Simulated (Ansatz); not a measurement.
## Mg on Cr(110): change of the work function

Aim: the work function of Cr(110) at several coverages of Mg (hollow site), and the dipole that each adsorbate carries.

Method: plane-wave DFT, PBE, Ansatz PAW, in the first sound run; inputs show where later runs differ, in Ansatz 0.2.0.

### 1. The system as given

The cell holds 4 atoms: 4 Cr. Cell: a = 2.494 Å, b = 2.494 Å, c = 24.109 Å, α = 90.0°, β = 90.0°, γ = 70.5°. Vacuum lies along c.

### 2. The clean slab

The bare slab comes first, as the zero from which every change is counted. The two lowest layers are held at bulk places and the upper ones relax. The dipole correction removes the false field that a one-sided slab makes across the periodic vacuum, so each face gets a flat vacuum level of its own.

Contents of input.yaml:

```yaml
crystal:
  lattice:
    - [2.0364675298, -1.44, 0.0]
    - [2.0364675298, 1.44, 0.0]
    - [0.0, 0.0, 24.1094025895]
  atoms:
    - { symbol: Cr, position: [0.0, 0.0, 0.3732983415] }
    - { symbol: Cr, position: [0.5, 0.5, 0.4577661138] }
    - { symbol: Cr, position: [0.0, 0.0, 0.5422338862] }
    - { symbol: Cr, position: [0.5, 0.5, 0.6267016585] }
kpoints:
  mp_grid: { grid: [13, 13, 1] }
hamiltonian:
  xc: pbe
scf:
  occupations: { method: fermi_dirac, width: 0.1 }
  convergence: { dr2_threshold: 1.0e-08 }
efield:
  axis: 3
  dipole_correction: true
  ramp_position: 0.97
  ramp_width: 0.06
relax:
  f_tol: 0.02
  max_steps: 60
  constraints: [{ sites: [0, 1] }]
output:
  write_potential: true
  write_density: true
  volumetric_format: npy
```

Started as:

```sh
> ansatz run input.yaml --threads 4 --pin off --max-ram 6144MiB --backend cpu --events-out ev --progress --plain --runs-dir out
```

Log:

```text
Engine: ansatz 0.2.0, aarch64-unknown-linux-gnu
Pseudopotentials: kind: paw
Pseudopotential: Cr, paw, valence charge 14, recommended cutoff 420 eV (normal), Cr.paw.azcp
Functional definition: PBE
  parameter kappa = 0.804
  parameter beta = 0.066725
  exchange = pbe_x(kappa = kappa, mu = beta*pi^2/3)
  correlation = pbe_c(beta = beta)
Crystal: 4 atoms, lattice volume = 141.402 Å³
Basis set: ecut = 420 eV, 2751 PW (Γ), exchange–correlation on 36×36×324 points (8 copies of the dense FFT grid, shifted against one another)
Bands: 34, of which v1, the nominal top of the filled ones, is band 28 counted from 1 (27 counted from 0)
Symmetry: 4 space group operations
k-points: 49 of 169
Non-local potential: Cr, projectors of the file, l = 0: 3, l = 1: 2, l = 2: 3, l = 3: 1
PAW form: soft (Blöchl's): semilocal exchange-correlation on the pseudo side does not see the compensation charge
PAW one-centre angular grid: Cr, 590 points (default); XC on 64 Gauss nodes
Initial density: superposition of atomic densities (neutral atoms: chi_scale 0, normalization atom), corrected by the library's trained network
Initial wavefunctions: pseudopotential atomic-orbital guess
Functional: x = pbe(κ = 0.804, μ = 0.219515), c = pbe(β = 0.066725)
SCF iter   1: F=—  HF=-13508.516824 eV  |F-HF|=—  |Δ(HF+E_count)|=         —  Δρ=2.68e-3  dr2=6.33e-2  ethr=1.77e-3  p=0.000 e·Å  D=3.33e-13 V/Å  ΔV_dip=-0.00 eV  dr2_dipole=5.96e-9  V_vac-E_F(+/−)=4.45/4.45 eV  ⟨swp⟩=7.8  Hψ=16659  notcnv=0
efield: sawtooth ramp at fractional position 0.9700 (set: `efield.ramp_position`, or a place that a band, a saddle search or an elastic batch's reference lends), width 0.0600; the density the first Hamiltonian is built on has a dipole p = 0.000 e·Å; the dipole correction subtracts the counter field D = 3.33e-13 V/Å, which shifts the + side's vacuum level by -0.00 eV against the − side's; the planar-averaged density in the ramp window peaks in size at 2.1e-5 e/Å³
automatic band count: the SCF goes on with 40 bands, as 34 were too few: the levels above may hold too much charge
preconditioner: auto → LDOS  [metal: Δε(μ)=0.010 eV  Ē_g=4.004 eV  σ=0.100 eV  W_gap=0.03  n_scr=16 (ndim 8)  ℏωp=15.3 eV  f_vac=0.593  D(μ)=4.70/eV (n_scr^D=18)  β→1.0]
SCF iter   2: F=—  HF=-13508.521061 eV  |F-HF|=—  |Δ(HF+E_count)|=   4.24e-3  Δρ=3.70e-3  dr2=1.79e-2  ethr=1.13e-4  p=-0.000 e·Å  D=-2.60e-5 V/Å  ΔV_dip=0.00 eV  dr2_dipole=1.58e-7  V_vac-E_F(+/−)=4.82/4.82 eV  ⟨swp⟩=2.3  Hψ=3973  notcnv=0
SCF iter   3: F=—  HF=-13508.517203 eV  |F-HF|=—  |Δ(HF+E_count)|=   3.86e-3  Δρ=1.58e-3  dr2=4.54e-3  ethr=3.19e-5  p=0.000 e·Å  D=7.11e-7 V/Å  ΔV_dip=-0.00 eV  dr2_dipole=3.47e-9  V_vac-E_F(+/−)=4.80/4.80 eV  ⟨swp⟩=3.1  Hψ=4195  notcnv=0
SCF iter   4: F=—  HF=-13508.516853 eV  |F-HF|=—  |Δ(HF+E_count)|=   3.50e-4  Δρ=3.38e-4  dr2=4.56e-4  ethr=8.10e-6  p=0.000 e·Å  D=4.75e-6 V/Å  ΔV_dip=-0.00 eV  dr2_dipole=1.50e-8  V_vac-E_F(+/−)=4.84/4.84 eV  ⟨swp⟩=1.7  Hψ=2113  notcnv=0
SCF iter   5: F=—  HF=-13508.516866 eV  |F-HF|=—  |Δ(HF+E_count)|=   1.23e-5  Δρ=8.97e-5  dr2=3.52e-5  ethr=8.15e-7  p=0.000 e·Å  D=2.85e-6 V/Å  ΔV_dip=-0.00 eV  dr2_dipole=7.07e-8  V_vac-E_F(+/−)=4.89/4.89 eV  ⟨swp⟩=2.1  Hψ=2730  notcnv=0
SCF iter   6: F=—  HF=-13508.516806 eV  |F-HF|=—  |Δ(HF+E_count)|=   6.00e-5  Δρ=8.55e-5  dr2=2.34e-5  ethr=6.29e-8  p=0.000 e·Å  D=3.48e-6 V/Å  ΔV_dip=-0.00 eV  dr2_dipole=2.35e-8  V_vac-E_F(+/−)=4.90/4.90 eV  ⟨swp⟩=3.2  Hψ=3222  notcnv=0
SCF iter   7: F=—  HF=-13508.516806 eV  |F-HF|=—  |Δ(HF+E_count)|=   1.92e-7  Δρ=2.01e-5  dr2=9.11e-7  ethr=4.18e-8  p=0.000 e·Å  D=7.18e-7 V/Å  ΔV_dip=-0.00 eV  dr2_dipole=2.06e-9  V_vac-E_F(+/−)=4.90/4.90 eV  ⟨swp⟩=2.0  Hψ=2579  notcnv=0
SCF iter   8: F=—  HF=-13508.516794 eV  |F-HF|=—  |Δ(HF+E_count)|=   1.20e-5  Δρ=1.43e-5  dr2=4.53e-7  ethr=1.63e-9  p=0.000 e·Å  D=8.80e-7 V/Å  ΔV_dip=-0.00 eV  dr2_dipole=3.27e-9  V_vac-E_F(+/−)=4.90/4.90 eV  ⟨swp⟩=3.2  Hψ=3499  notcnv=0
SCF iter   9: F=—  HF=-13508.516794 eV  |F-HF|=—  |Δ(HF+E_count)|=   9.91e-8  Δρ=5.40e-6  dr2=9.90e-8  ethr=8.09e-10  p=0.000 e·Å  D=3.07e-7 V/Å  ΔV_dip=-0.00 eV  dr2_dipole=9.63e-11  V_vac-E_F(+/−)=4.90/4.90 eV  ⟨swp⟩=2.3  Hψ=2534  notcnv=0
SCF iter  10: F=-13508.516794 eV  HF=-13508.516794 eV  |F-HF|=2.22e-9  |Δ(HF+E_count)|=   4.25e-8  Δρ=1.42e-6  dr2=5.28e-9  ethr=1.79e-11  p=0.000 e·Å  D=1.45e-7 V/Å  ΔV_dip=-0.00 eV  dr2_dipole=1.82e-12  V_vac-E_F(+/−)=4.90/4.90 eV  ⟨swp⟩=8.4  Hψ=12603  notcnv=0
SCF 1 converged in 10 iterations: F = -13508.516794 eV  dr2 = 5.28e-9
  greatest PAW one-centre occupation: 1.000 electrons in one spin orbital (limit 2), on the Cr atom at site 2 (counted from 0), in its partial waves of l = 0
relax step   1: F+E_penalty+E_count = -13508.51679399 eV  Δ(F+E_penalty+E_count) = +0.000e0 eV  max|allowed force component| = 7.151e-1 eV/Å  Δτ_max = 0.0000 Å  (10 SCF iters, accepted)
Bands: 40, of which v1, the nominal top of the filled ones, is band 28 counted from 1 (27 counted from 0)
Initial density: handed on by an earlier stage of this run
Initial wavefunctions: those handed on with the density
iter 1 solved again at ethr=1.77e-3 eV; its pass at ethr=3.10e-3 eV (dr2=9.91e-1 eV) is discarded
SCF iter   1: F=—  HF=-13508.594516 eV  |F-HF|=—  |Δ(HF+E_count)|=         —  Δρ=1.47e-2  dr2=9.34e-1  ethr=1.77e-3  p=-0.000 e·Å  D=-5.49e-7 V/Å  ΔV_dip=0.00 eV  dr2_dipole=8.57e-2  V_vac-E_F(+/−)=4.91/4.91 eV  ⟨swp⟩=1.0  Hψ=7306  notcnv=0
efield: sawtooth ramp at fractional position 0.9700 (set: `efield.ramp_position`, or a place that a band, a saddle search or an elastic batch's reference lends), width 0.0600; the density the first Hamiltonian is built on has a dipole p = -0.000 e·Å; the dipole correction subtracts the counter field D = -5.49e-7 V/Å, which shifts the + side's vacuum level by +0.00 eV against the − side's; the planar-averaged density in the ramp window peaks in size at 3.7e-6 e/Å³
preconditioner: auto → LDOS  [metal: Δε(μ)=0.030 eV  Ē_g=4.082 eV  σ=0.100 eV  W_gap=0.07  n_scr=16 (ndim 8)  ℏωp=15.3 eV  f_vac=0.595  D(μ)=4.94/eV (n_scr^D=18)  β→1.0]
SCF iter   2: F=—  HF=-13508.575726 eV  |F-HF|=—  |Δ(HF+E_count)|=   1.88e-2  Δρ=8.58e-3  dr2=1.33e-1  ethr=1.67e-3  p=0.001 e·Å  D=1.35e-3 V/Å  ΔV_dip=-0.03 eV  dr2_dipole=1.03e-3  V_vac-E_F(+/−)=4.90/4.93 eV  ⟨swp⟩=2.0  Hψ=2406  notcnv=0
SCF iter   3: F=—  HF=-13508.564883 eV  |F-HF|=—  |Δ(HF+E_count)|=   1.08e-2  Δρ=5.37e-3  dr2=4.19e-2  ethr=2.37e-4  p=0.003 e·Å  D=4.40e-3 V/Å  ΔV_dip=-0.11 eV  dr2_dipole=9.32e-4  V_vac-E_F(+/−)=4.81/4.91 eV  ⟨swp⟩=2.1  Hψ=3209  notcnv=0
[...]
SCF iter   7: F=—  HF=-13508.560592 eV  |F-HF|=—  |Δ(HF+E_count)|=   1.21e-5  Δρ=1.22e-4  dr2=2.50e-5  ethr=2.96e-7  p=0.003 e·Å  D=3.34e-3 V/Å  ΔV_dip=-0.08 eV  dr2_dipole=1.44e-6  V_vac-E_F(+/−)=4.83/4.92 eV  ⟨swp⟩=2.1  Hψ=2436  notcnv=0
SCF iter   8: F=—  HF=-13508.560547 eV  |F-HF|=—  |Δ(HF+E_count)|=   4.57e-5  Δρ=1.62e-5  dr2=1.13e-6  ethr=4.47e-8  p=0.003 e·Å  D=3.38e-3 V/Å  ΔV_dip=-0.08 eV  dr2_dipole=1.36e-7  V_vac-E_F(+/−)=4.83/4.92 eV  ⟨swp⟩=2.1  Hψ=2677  notcnv=0
SCF iter   9: F=—  HF=-13508.560547 eV  |F-HF|=—  |Δ(HF+E_count)|=   3.89e-7  Δρ=1.17e-5  dr2=6.14e-7  ethr=2.02e-9  p=0.003 e·Å  D=3.38e-3 V/Å  ΔV_dip=-0.08 eV  dr2_dipole=1.44e-7  V_vac-E_F(+/−)=4.83/4.92 eV  ⟨swp⟩=2.8  Hψ=3537  notcnv=0
SCF iter  10: F=—  HF=-13508.560547 eV  |F-HF|=—  |Δ(HF+E_count)|=   1.26e-7  Δρ=2.81e-6  dr2=1.79e-8  ethr=1.10e-9  p=0.003 e·Å  D=3.37e-3 V/Å  ΔV_dip=-0.08 eV  dr2_dipole=3.28e-9  V_vac-E_F(+/−)=4.83/4.92 eV  ⟨swp⟩=1.3  Hψ=2014  notcnv=0
SCF iter  11: F=-13508.560547 eV  HF=-13508.560547 eV  |F-HF|=6.37e-11  |Δ(HF+E_count)|=   3.82e-8  Δρ=9.69e-7  dr2=3.52e-9  ethr=1.79e-11  p=0.003 e·Å  D=3.37e-3 V/Å  ΔV_dip=-0.08 eV  dr2_dipole=2.25e-11  V_vac-E_F(+/−)=4.83/4.92 eV  ⟨swp⟩=9.7  Hψ=11735  notcnv=0
SCF 2 converged in 11 iterations: F = -13508.560547 eV  dr2 = 3.52e-9
relax step   2: F+E_penalty+E_count = -13508.56054730 eV  Δ(F+E_penalty+E_count) = -4.375e-2 eV  max|allowed force component| = 3.257e-1 eV/Å  Δτ_max = 0.1016 Å  (11 SCF iters, accepted)
iter 1 solved again at ethr=3.70e-4 eV; its pass at ethr=3.10e-3 eV (dr2=2.07e-1 eV) is discarded
SCF iter   1: F=—  HF=-13508.579677 eV  |F-HF|=—  |Δ(HF+E_count)|=         —  Δρ=7.65e-3  dr2=2.02e-1  ethr=3.70e-4  p=0.003 e·Å  D=3.37e-3 V/Å  ΔV_dip=-0.08 eV  dr2_dipole=1.86e-3  V_vac-E_F(+/−)=4.84/4.92 eV  ⟨swp⟩=1.4  Hψ=6567  notcnv=0
efield: sawtooth ramp at fractional position 0.9700 (set: `efield.ramp_position`, or a place that a band, a saddle search or an elastic batch's reference lends), width 0.0600; the density the first Hamiltonian is built on has a dipole p = 0.003 e·Å; the dipole correction subtracts the counter field D = 3.37e-3 V/Å, which shifts the + side's vacuum level by -0.08 eV against the − side's; the planar-averaged density in the ramp window peaks in size at 1.0e-5 e/Å³
preconditioner: auto → LDOS  [metal: Δε(μ)=0.035 eV  Ē_g=4.117 eV  σ=0.100 eV  W_gap=0.09  n_scr=16 (ndim 8)  ℏωp=15.3 eV  f_vac=0.597  D(μ)=4.76/eV (n_scr^D=18)  β→1.0]
SCF iter   2: F=—  HF=-13508.573890 eV  |F-HF|=—  |Δ(HF+E_count)|=   5.79e-3  Δρ=4.97e-3  dr2=5.15e-2  ethr=3.60e-4  p=0.004 e·Å  D=5.07e-3 V/Å  ΔV_dip=-0.12 eV  dr2_dipole=2.18e-4  V_vac-E_F(+/−)=4.80/4.92 eV  ⟨swp⟩=2.0  Hψ=2591  notcnv=0
SCF iter   3: F=—  HF=-13508.570807 eV  |F-HF|=—  |Δ(HF+E_count)|=   3.08e-3  Δρ=2.35e-3  dr2=8.10e-3  ethr=9.20e-5  p=0.005 e·Å  D=6.14e-3 V/Å  ΔV_dip=-0.15 eV  dr2_dipole=3.06e-5  V_vac-E_F(+/−)=4.77/4.92 eV  ⟨swp⟩=2.0  Hψ=2929  notcnv=0
SCF iter   4: F=—  HF=-13508.570057 eV  |F-HF|=—  |Δ(HF+E_count)|=   7.49e-4  Δρ=4.11e-4  dr2=5.18e-4  ethr=1.45e-5  p=0.004 e·Å  D=5.72e-3 V/Å  ΔV_dip=-0.14 eV  dr2_dipole=6.11e-5  V_vac-E_F(+/−)=4.78/4.92 eV  ⟨swp⟩=2.1  Hψ=2576  notcnv=0
SCF iter   5: F=—  HF=-13508.570017 eV  |F-HF|=—  |Δ(HF+E_count)|=   4.10e-5  Δρ=1.48e-4  dr2=1.09e-4  ethr=9.25e-7  p=0.005 e·Å  D=5.78e-3 V/Å  ΔV_dip=-0.14 eV  dr2_dipole=2.23e-5  V_vac-E_F(+/−)=4.78/4.92 eV  ⟨swp⟩=2.4  Hψ=2754  notcnv=0
SCF iter   6: F=—  HF=-13508.570029 eV  |F-HF|=—  |Δ(HF+E_count)|=   1.23e-5  Δρ=1.75e-4  dr2=4.43e-5  ethr=1.94e-7  p=0.005 e·Å  D=5.87e-3 V/Å  ΔV_dip=-0.14 eV  dr2_dipole=9.81e-7  V_vac-E_F(+/−)=4.78/4.92 eV  ⟨swp⟩=2.1  Hψ=2743  notcnv=0
SCF iter   7: F=—  HF=-13508.569960 eV  |F-HF|=—  |Δ(HF+E_count)|=   6.85e-5  Δρ=5.94e-5  dr2=5.95e-6  ethr=7.90e-8  p=0.005 e·Å  D=5.90e-3 V/Å  ΔV_dip=-0.14 eV  dr2_dipole=1.61e-7  V_vac-E_F(+/−)=4.78/4.92 eV  ⟨swp⟩=2.6  Hψ=2871  notcnv=0
SCF iter   8: F=—  HF=-13508.569946 eV  |F-HF|=—  |Δ(HF+E_count)|=   1.40e-5  Δρ=1.16e-5  dr2=4.05e-7  ethr=1.06e-8  p=0.005 e·Å  D=5.93e-3 V/Å  ΔV_dip=-0.14 eV  dr2_dipole=6.26e-8  V_vac-E_F(+/−)=4.78/4.92 eV  ⟨swp⟩=2.1  Hψ=2827  notcnv=0
SCF iter   9: F=—  HF=-13508.569947 eV  |F-HF|=—  |Δ(HF+E_count)|=   2.45e-7  Δρ=1.12e-5  dr2=2.27e-7  ethr=7.24e-10  p=0.005 e·Å  D=5.94e-3 V/Å  ΔV_dip=-0.14 eV  dr2_dipole=2.05e-8  V_vac-E_F(+/−)=4.78/4.92 eV  ⟨swp⟩=3.1  Hψ=4035  notcnv=0
SCF iter  10: F=—  HF=-13508.569947 eV  |F-HF|=—  |Δ(HF+E_count)|=   1.97e-8  Δρ=3.17e-6  dr2=1.19e-8  ethr=4.06e-10  p=0.005 e·Å  D=5.95e-3 V/Å  ΔV_dip=-0.14 eV  dr2_dipole=3.29e-10  V_vac-E_F(+/−)=4.78/4.92 eV  ⟨swp⟩=1.7  Hψ=2227  notcnv=0
SCF iter  11: F=-13508.569947 eV  HF=-13508.569947 eV  |F-HF|=5.13e-10  |Δ(HF+E_count)|=   4.55e-9  Δρ=1.17e-6  dr2=2.73e-9  ethr=1.79e-11  p=0.005 e·Å  D=5.95e-3 V/Å  ΔV_dip=-0.14 eV  dr2_dipole=8.73e-11  V_vac-E_F(+/−)=4.78/4.92 eV  ⟨swp⟩=9.8  Hψ=11745  notcnv=0
SCF 3 converged in 11 iterations: F = -13508.569947 eV  dr2 = 2.73e-9
relax step   3: F+E_penalty+E_count = -13508.56994659 eV  Δ(F+E_penalty+E_count) = -9.399e-3 eV  max|allowed force component| = 8.823e-3 eV/Å  Δτ_max = 0.0583 Å  (11 SCF iters, accepted)
NSCF: frozen V_eff on 49 k-points
the search or the solves at the SCF's close seem to have found levels that the self-consistency loop had missed (the run counts 1). By its estimate they hold under 1e-12 electrons; where the run keeps them, the occupations were computed again with them
SCF converged after 11 iterations
Free energy (F): -13508.569947 eV
Harris-Foulkes:  -13508.569947 eV  (|F-HF|=5.13e-10)
Internal energy: -13508.414511 eV  (E = F + TS)
E sigma→0 (E₀):  -13508.492229 eV
Entropy (-TS):   -0.155436 eV (-38.859 meV/atom)
Fermi energy:    3.227276 eV
Dipole field:    D = 0.005965 V/Å  (p = 0.004661 e·Å, saw-weighted, corrected)
Work function:   Φ+ = 4.7768 eV   Φ− = 4.9207 eV
Levels:          The Fermi level and band energies are counted from a zero that moves with the ramp; work functions are not
--- Per-component energies (eV) ---
  E_band       = -1477.804186
  E_kinetic    = 1368.867651
  E_local      = -93956.198796  (includes V_loc(G=0)·N_el)
  E_nonlocal   = 316.433781
  E_hartree    = 46231.265078
  E_xc         = -556.814890
  E_vxc        = -710.091734  (∫ρ·V_xc dr)
  E_paw        = -4780.616564  (= ΣΔE_a)
  E_vpaw       = -959.365635  (= ΣTr[D̂ρ^β])
  E_aug_tail   = 0.001475  (compensation charges beyond the density's cutoff)
  E_efield     = 0.000014  (sawtooth field / dipole correction)
  E_vefield    = 0.015604  (∫n·V_field dr)
  E_ewald      = 37868.647742
  E_smearing   = -0.155436  (= −TS)
  E_closure    = -0.000000  (closes the sum)
  Σ components = -13508.569947   (vs F -13508.569947, Δ=0.00e0)
--- Forces (eV/Å), atoms counted from 1 ---
  atom   1  Cr     0.00000000     0.00000000     0.65880288
  atom   2  Cr    -0.00000000     0.00000000    -0.66608410
  atom   3  Cr    -0.00000000     0.00000000    -0.00154369
  atom   4  Cr     0.00000000     0.00000000     0.00882267
  max |Σ_I F_I| component: 2.23e-6 eV/Å
--- Band table (eV; the first three rows and the last of 49) ---
  k-point 0: bands = [... 24 lower, 2.2490, 2.3211, 2.3956, 2.4677, 3.1352, 3.4749, 4.0359, 4.0533, ... 8 higher]
  k-point 1: bands = [... 24 lower, 2.1096, 2.2894, 2.4584, 2.6592, 2.9276, 3.5174, 3.6970, 3.9791, ... 8 higher]
  k-point 2: bands = [... 24 lower, 2.0139, 2.1469, 2.4196, 2.7084, 2.9658, 3.1035, 3.8839, 3.9304, ... 8 higher]
  k-point 48: bands = [... 24 lower, 2.0891, 3.4118, 3.5656, 4.0576, 4.1540, 4.2936, 4.7310, 5.1561, ... 8 higher]
--- Relaxed structure (3 steps of the walk, 3 accepted, 0 SCFs on fresh bases) ---
  F+E_penalty+E_count = -13508.56994659 eV   max|allowed force component| = 8.823e-3 eV/Å
  atoms:
    - { symbol: Cr, position: [0.0, 0.0, 0.3732983415] }
    - { symbol: Cr, position: [0.500000, 0.500000, 0.4577661138] }
    - { symbol: Cr, position: [-1.087564e-18, -1.087564e-18, 0.541131] }
    - { symbol: Cr, position: [0.500000, 0.500000, 0.620068] }
```

Wall time 42 s (4 threads of Arm Neoverse N1, shared host); peak memory 0.55 GiB.

This run has no spin polarisation, although Cr can carry a moment.

Relaxation path:

```tsv
step	energy less that of the first step (eV)	largest force component (eV/Å)
1	0.0000	0.7151
2	-0.0438	0.3257
3	-0.0532	0.0088
```

Forces are held to the 4 operations that the program found; a distortion that breaks them can't arise in this run.

The atoms that moved most (Å):

```tsv
atom	dx	dy	dz	length
Cr4	0.000	0.000	-0.160	0.160
Cr3	0.000	0.000	-0.027	0.027
```

Final coordinates:

```cif
data_structure
_symmetry_space_group_name_H-M 'P 1'
_symmetry_Int_Tables_number 1
_cell_length_a 2.4942
_cell_length_b 2.4942
_cell_length_c 24.1094
_cell_angle_alpha 90.000
_cell_angle_beta 90.000
_cell_angle_gamma 70.529
_cell_volume 141.40
loop_
_atom_site_label
_atom_site_type_symbol
_atom_site_fract_x
_atom_site_fract_y
_atom_site_fract_z
_atom_site_occupancy
Cr1 Cr 0.00000 0.00000 0.37330 1
Cr2 Cr 0.50000 0.50000 0.45777 1
Cr3 Cr 0.00000 0.00000 0.54113 1
Cr4 Cr 0.50000 0.50000 0.62007 1
```

This step gave:

```
energy at zero smearing        : -13508.4922 eV
work function, upper face      : 4.777 eV
work function, lower face      : 4.921 eV
dipole along the normal        : 0.004661 e·Å
step between the vacuum levels : -0.1438 eV
```

Running mean over 2.036 Å of the planar mean; the ramp of the sawtooth is left out. The electron's electrostatic potential energy less the Fermi level by z:

z (Å), electron's electrostatic potential energy less the Fermi level (eV) and a bar from the least value:
```
        3        4.9 ##############################
        4        4.9 ##############################
        5        4.9 ##############################
        6        4.8 ##############################
        7        3.9 ############################
        8       -3.3 ###############
        9       -9.6 ###
       10       -9.8 ##
       11      -10.0 ##
       12      -10.2 ##
       13      -10.2 ##
       14      -11.1 
       15       -9.7 ###
       16       -2.9 ###############
       17        3.8 ############################
       18        4.7 ##############################
       19        4.8 ##############################
       20        4.8 ##############################
       21        4.8 ##############################
```

The relaxation took 3 steps and lowered the energy by 0.053 eV; the largest force on the free atoms ends at 0.0088 eV/Å.

The work function of the upper face is 4.78 eV.

(Continued in part 2 of 5.)

[Long decimals in the printed logs are rounded to 6 places.]

[Logs are printed without paths, hosts, clocks, repeated set-up lines and the standing remarks that a program may print on its own settings, such as how far it seeks lower states.]

[Hosts, paths, dates, database ids (printed as entryN), source tags and the programs' standing remarks are cut or masked in the printed files.]

[Maps of the electrostatic potential energy from Ansatz leave out the sawtooth potential of an applied field or a dipole correction, so their vacuum need not be flat; planar profiles and work functions include it.]
